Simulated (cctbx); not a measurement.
## Diagnosing a refinement

Cell a = 7.8810 Å, b = 7.8810 Å, c = 7.8810 Å, α = 90.00°, β = 90.00°, γ = 90.00°; space group Im-3m (no. 229). The compound is Ce4Co12Si.

The data are simulated with cctbx, not measured: Mo Kα, λ = 0.71073 Å, to d = 0.75 Å, 80 % of the full sphere, strongest reflection 40000 counts, noise from counting, a 6 % proportional error and a noise floor of 4 counts (s.d.); no absorption.

An isotropic refinement with weights 1/σ² prints:

```text
Rint 0.050, 83 unique reflections to 0.75 A
cycle     R1     wR2    GooF  max shift (A)
   1  0.7538  0.9575  48.246   0.22628
   3  0.1440  0.5483  27.628   0.00013
final R1 0.1437 wR2 0.5483 GooF 27.628  parameters 5  data/parameter 16.6
atom        x        y        z      Ueq    occ   su(xyz)  su(Uiso or U11)
Ce1    0.25000  0.25000  0.25000   0.0045  1.000  0.00000  0.0043
Co1    0.76689  0.00000  0.00000   0.0021  1.000  0.00179  0.0044
Co2    0.25000  0.00000  0.50000   0.0141  1.000  0.00000  0.0059
Si1    0.00000  0.00000  0.00000   1.0000  1.000  0.00000  1.0479
difference map: max 25.64 min -20.60 rms 2.33
Q1    0.0000  0.0000  0.5000    6   25.64  1.97 A from Co2
Q2    0.0000  0.0000  0.2143   12   16.69  0.15 A from Co1
Q3    0.0000  0.1820  0.5000   24   15.02  0.54 A from Co2
Q4    0.2500  0.2500  0.2500    8    9.71  0.00 A from Ce1
Q5    0.0698  0.0698  0.3061   48    5.61  0.97 A from Co1
Q6    0.0000  0.4098  0.4098   24    4.49  1.45 A from Co2
```

Q: Accept it or mend it, and why?

Mend it. The fault: start far from the minimum. Against the right model at the same level, R1 goes from 0.0067 to 0.1437 and GooF from 0.82 to 27.63, the top difference peak, 25.6 e/Å³, lies 1.97 Å from Co2 and a hole of -20.6 e/Å³ opens. Least squares finds the nearest minimum, not the best.

The compound is Ce4Co12Si. The right model at the same level gives:

```text
Rint 0.050, 83 unique reflections to 0.75 A
cycle     R1     wR2    GooF  max shift (A)
   1  0.1616  0.3715  18.719   0.05309
   2  0.0067  0.0162   0.817   0.00000
final R1 0.0067 wR2 0.0162 GooF 0.817  parameters 5  data/parameter 16.6
atom        x        y        z      Ueq    occ   su(xyz)  su(Uiso or U11)
Ce1    0.25000  0.25000  0.25000   0.0043  1.000  0.00000  0.0001
Co1    0.72184  0.00000  0.00000   0.0054  1.000  0.00006  0.0001
Co2    0.25000  0.00000  0.50000   0.0055  1.000  0.00000  0.0001
Si1    0.00000  0.00000  0.00000   0.0069  1.000  0.00000  0.0003
difference map: max 0.88 min -0.45 rms 0.11
Q1    0.0000  0.0000  0.0000    2    0.88  0.00 A from Si1
Q2    0.0000  0.0000  0.5000    6    0.53  1.75 A from Co1
Q3    0.0451  0.0451  0.0451   16    0.44  0.62 A from Si1
Q4    0.0000  0.2177  0.2887   48    0.35  1.68 A from Co2
Q5    0.1262  0.1262  0.1262   16    0.31  1.69 A from Ce1
Q6    0.0000  0.1371  0.3492   48    0.26  1.22 A from Co1
```

Isotropic U is held between 0.0001 and 1 Å² by the program, and listed peak heights are interpolated, so they can pass the grid's maximum.

The model is made up (kin elements in a known structure type, no relaxation), so it says nothing on whether the phase exists.

[Middle refinement cycles are left out of these outputs.]

[Logs are printed without paths, hosts, clocks, repeated set-up lines and the standing remarks that a program may print on its own settings, such as how far it seeks lower states.]
